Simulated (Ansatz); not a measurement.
# MoS2 (P6_3/mmc): converging the G0W0 gap

How do accuracy and time trade against each other in G0W0 on MoS2 (P6_3/mmc)?

Main program and level: Ansatz 0.2.0; G0W0 on PBE, plane waves, PAW.

Report form: the programs' logs are mostly left out.

The database entry behind the starting cell differs from later determinations by our own check (about 0.3 % long), so it need not match the best structure at ambient conditions.

## Step 1: The structure

The structure is hexagonal, space group P6_3/mmc (No. 194). The conventional cell has a = 3.169 Å, b = 3.169 Å, c = 12.324 Å, α = 90.00°, β = 90.00°, γ = 120.00°. Nearest to Mo lie 6 S at 2.41 Å. S has 3 Mo at 2.41 Å nearest. Farther neighbours and most contacts between anions are not listed.

The cell and positions come from the Crystallography Open Database and are kept as given unless a step says otherwise.

## Step 2: 280 empty bands, screening to 110 eV

Now the one-shot GW correction: screening in the RPA, then the self-energy of the levels asked for. This step takes hard PAW files.

input.yaml reads:

```yaml
crystal:
  lattice:
    - [3.169, 0.0, 0.0]
    - [-1.5845, 2.7444345046, 0.0]
    - [0.0, 0.0, 12.324]
  atoms:
    - { symbol: Mo, position: [0.3333333333, 0.6666666667, 0.25] }
    - { symbol: Mo, position: [0.6666666667, 0.3333333333, 0.75] }
    - { symbol: S, position: [0.3333333333, 0.6666666667, 0.623] }
    - { symbol: S, position: [0.6666666667, 0.3333333333, 0.123] }
    - { symbol: S, position: [0.3333333333, 0.6666666667, 0.877] }
    - { symbol: S, position: [0.6666666667, 0.3333333333, 0.377] }
kpoints:
  mp_grid: { grid: [9, 9, 2] }
hamiltonian:
  xc: pbe
  pseudopotentials: { kind: paw, source: ansatz }
scf:
  occupations: { method: fixed }
gw:
  n_empty_bands: 280
  ecut_chi: 110.0
  qp_bands: [v2, c2]
  qp_kpoints: band_edges
  screening: { model: contour_deformation }
```

The run is started by

```
> ansatz run input.yaml --threads 4 --pin off --max-ram 138240MiB --backend cuda --events-out ev --progress --plain --runs-dir out --devices 1 --max-vram 26GiB
```

Elapsed: 38 s, on 1 × NVIDIA H100 80GB HBM3 (shared by 3 runs) with 4 threads of AMD EPYC 7R13 (Zen 3), shared host; peak memory 1.8 GiB.

Numbers from this step:

```
bands summed                                 : 306
RPA ε∞ on this mesh (eigenvalues)            : 6.213, 14.79, 14.79
plane waves in the screening matrix          : 291
q-points in the mesh                         : 162
G0W0 gap on the mesh                         : 1.301 eV
k of the valence top                         : 0, 0, 0
k of the conduction bottom                   : 0.1111, 0.2222, 0
starting gap on the mesh                     : 0.9599 eV
Z at the valence top                         : 0.7395
Z at the conduction bottom                   : 0.7478
least direct G0W0 gap on the computed points : 2.065 eV
```

The gap on the mesh goes from 0.96 eV to 1.30 eV, a correction of +0.34 eV. Between the two edge states, bare exchange in place of the xc potential would open the gap by 4.76 eV, and correlation takes back 4.42 eV.

## Step 3: 637 empty bands, screening to 190 eV

Another rung: the empty bands reach about as high as the screening cutoff, so the two stay in balance.

Changes to input.yaml since step 2:

```diff
@@ -20,4 +20,4 @@
 gw:
-  n_empty_bands: 280
-  ecut_chi: 110.0
+  n_empty_bands: 637
+  ecut_chi: 190.0
   qp_bands: [v2, c2]
```

The job ended after 1.8 min (1 × NVIDIA H100 80GB HBM3 (shared by 3 runs) with 4 threads; peak memory 3.5 GiB; 3.7 min of CPU time).

Numbers from this step:

* bands summed: 663
* RPA ε∞ on this mesh (eigenvalues): 6.202, 14.64, 14.64
* plane waves in the screening matrix: 675
* q-points in the mesh: 162
* G0W0 gap on the mesh: 1.339 eV
* k of the valence top: 0, 0, 0
* k of the conduction bottom: 0.1111, 0.2222, 0
* starting gap on the mesh: 0.9599 eV
* Z at the valence top: 0.7358
* Z at the conduction bottom: 0.7448
* least direct G0W0 gap on the computed points: 2.060 eV

Against the run with 9×9×2 mesh, 280 empty bands, screening to 110 eV, hard PAW files, the gap moves by +0.04 eV.

## Step 4: 1079 empty bands, screening to 270 eV

Changes to input.yaml since step 3:

```diff
@@ -20,4 +20,4 @@
 gw:
-  n_empty_bands: 637
-  ecut_chi: 190.0
+  n_empty_bands: 1079
+  ecut_chi: 270.0
   qp_bands: [v2, c2]
```

Run time: 4.7 min. Hardware: 1 × NVIDIA H100 80GB HBM3 (shared by 3 runs) with 4 threads; peak memory 7.1 GiB.

Numbers from this step:

```yaml
bands_summed: 1105
rpa_eps_infinity_on_this_mesh_eigenvalues: 6.197, 14.59, 14.59
plane_waves_in_the_screening_matrix: 1095
g0w0_gap_on_the_mesh: 1.352 eV
k_of_the_valence_top: 0, 0, 0
k_of_the_conduction_bottom: 0.1111, 0.2222, 0
starting_gap_on_the_mesh: 0.9599 eV
least_direct_g0w0_gap_on_the_computed_points: 2.048 eV
```

Against the run with 9×9×2 mesh, 637 empty bands, screening to 190 eV, hard PAW files, the gap moves by +0.014 eV.

## Step 5: 1802 empty bands, screening to 380 eV

Changes to input.yaml since step 4:

```diff
@@ -20,4 +20,4 @@
 gw:
-  n_empty_bands: 1079
-  ecut_chi: 270.0
+  n_empty_bands: 1802
+  ecut_chi: 380
   qp_bands: [v2, c2]
```

The job ended after 13 min (1 × NVIDIA H100 80GB HBM3 (shared by 3 runs) with 4 threads; peak memory 16 GiB).

This step gave:

```yaml
bands_summed: 1828
rpa_eps_infinity_on_this_mesh_eigenvalues: 6.194, 14.56, 14.56
plane_waves_in_the_screening_matrix: 1755
g0w0_gap_on_the_mesh: 1.360 eV
k_of_the_valence_top: 0, 0, 0
k_of_the_conduction_bottom: 0.1111, 0.2222, 0
starting_gap_on_the_mesh: 0.9599 eV
least_direct_g0w0_gap_on_the_computed_points: 2.038 eV
```

Against the run with 9×9×2 mesh, 1079 empty bands, screening to 270 eV, hard PAW files, the gap moves by +0.008 eV.

## Step 6: Changing the k mesh: 12×12×2 mesh, 280 empty bands, screening to 110 eV, hard PAW files

A second mesh at equal bands and cutoff isolates the sampling error. Bands and cutoff differ from the step before, so it is read against an earlier run that matches them.

Changes to input.yaml since step 5:

```diff
@@ -13,3 +13,3 @@
 kpoints:
-  mp_grid: { grid: [9, 9, 2] }
+  mp_grid: { grid: [12, 12, 2] }
 hamiltonian:
@@ -20,4 +20,4 @@
 gw:
-  n_empty_bands: 1802
-  ecut_chi: 380
+  n_empty_bands: 280
+  ecut_chi: 110.0
   qp_bands: [v2, c2]
```

Elapsed: 1.9 min, on 1 × NVIDIA H100 80GB HBM3 (shared by 3 runs) with 4 threads; peak memory 2.3 GiB; 3.7 min of CPU time.

This step gave:

* bands summed: 306
* RPA ε∞ on this mesh (eigenvalues): 6.212, 14.73, 14.73
* plane waves in the screening matrix: 291
* G0W0 gap on the mesh: 1.211 eV
* k of the valence top: 0, 0, 0
* k of the conduction bottom: 0.1667, 0.1667, 0
* starting gap on the mesh: 0.8848 eV
* least direct G0W0 gap on the computed points: 2.060 eV

Against the run with 9×9×2 mesh, 280 empty bands, screening to 110 eV, hard PAW files, the gap moves by −0.09 eV, while the start moved by −0.08 eV. A band edge is found at another k point on this mesh.

## Step 7: The runs together

Times are wall times on 1 × NVIDIA H100 80GB HBM3 (shared by 3 runs) with 4 threads of AMD EPYC 7R13 (Zen 3), shared host, good to a factor of about two.

| mesh | files | frequency | bands summed | cutoff (eV) | start (eV) | G0W0 (eV) | time | host memory (GiB) |
| --- | --- | --- | --- | --- | --- | --- | --- | --- |
| 9×9×2 | hard PAW | contour deformation | 306 | 110 | 0.960 | 1.301 | 38 s | 1.8 |
| 9×9×2 | hard PAW | contour deformation | 663 | 190 | 0.960 | 1.339 | 1.8 min | 3.5 |
| 9×9×2 | hard PAW | contour deformation | 1105 | 270 | 0.960 | 1.352 | 4.7 min | 7.1 |
| 9×9×2 | hard PAW | contour deformation | 1828 | 380 | 0.960 | 1.360 | 13 min | 16 |
| 12×12×2 | hard PAW | contour deformation | 306 | 110 | 0.885 | 1.211 | 1.9 min | 2.3 |

How the two edges are built up, in eV (the quasiparticle level is the starting level plus Σx plus Σc less Vxc):

| run | edge | start | Σx | Σc | Vxc | Z | QP |
| --- | --- | --- | --- | --- | --- | --- | --- |
| 306 bands | valence top | 10.93 | -19.71 | 0.57 | -19.19 | 0.74 | 10.98 |
| 306 bands | conduction bottom | 11.89 | -13.56 | -3.85 | -17.80 | 0.75 | 12.28 |
| 663 bands | valence top | 10.93 | -19.71 | 0.32 | -19.19 | 0.74 | 10.73 |
| 663 bands | conduction bottom | 11.89 | -13.56 | -4.06 | -17.80 | 0.74 | 12.07 |
| 1105 bands | valence top | 10.93 | -19.71 | 0.21 | -19.19 | 0.73 | 10.62 |
| 1105 bands | conduction bottom | 11.89 | -13.56 | -4.16 | -17.80 | 0.74 | 11.97 |
| 1828 bands | valence top | 10.93 | -19.71 | 0.14 | -19.19 | 0.73 | 10.55 |
| 1828 bands | conduction bottom | 11.89 | -13.56 | -4.22 | -17.80 | 0.74 | 11.91 |

## Step 8: Results

```
306 bands, 110 eV                   : 1.301 eV
663 bands, 190 eV                   : 1.339 eV
1105 bands, 270 eV                  : 1.352 eV
1828 bands, 380 eV                  : 1.360 eV
estimated limit in bands and cutoff : 1.37 eV
mesh and start                      : 9×9×2, PBE
```

A line in one over the bands through the two highest rungs gives 1.37 eV, +0.01 eV from the top rung; the pair below gives 1.37 eV, in fair agreement. The rungs stand 0.07 eV (306 bands), 0.03 eV (663 bands), 0.02 eV (1105 bands) and 0.01 eV (1828 bands) from it. From 306 to 1828 bands the gap moves by +0.06 eV while the time grows 21-fold. Σc changes by −0.43 eV at the valence top and −0.37 eV at the conduction bottom, so the levels themselves move more than the gap between them. On the 12×12×2 mesh in place of 9×9×2 the gap differs by −0.09 eV, of which −0.08 eV is already in the start. The cheapest rung within 0.1 eV of this estimate is that with 306 bands (38 s). The 9×9×2 mesh misses a band edge: on 12×12×2 the PBE gap is 0.88 eV, so these values are not the fundamental gap, which lies some 0.08 eV lower. The many-body steps are scalar-relativistic: spin-orbit coupling is not in them.

[Paths, hosts, dates, memory and timing lines, banners, echoed tables and standing remarks are left out of the program output.]

[Logs are printed without paths, hosts, clocks, repeated set-up lines and the standing remarks that a program may print on its own settings, such as how far it seeks lower states.]

[Runs of the session that timed out or met a known fault of the program may be left out.]

[Cells called generated may have been cut or substituted from an entry of the Crystallography Open Database or the Materials Project.]

[Hosts, paths, dates, database ids (printed as entryN), source tags and the programs' standing remarks are cut or masked in the printed files.]
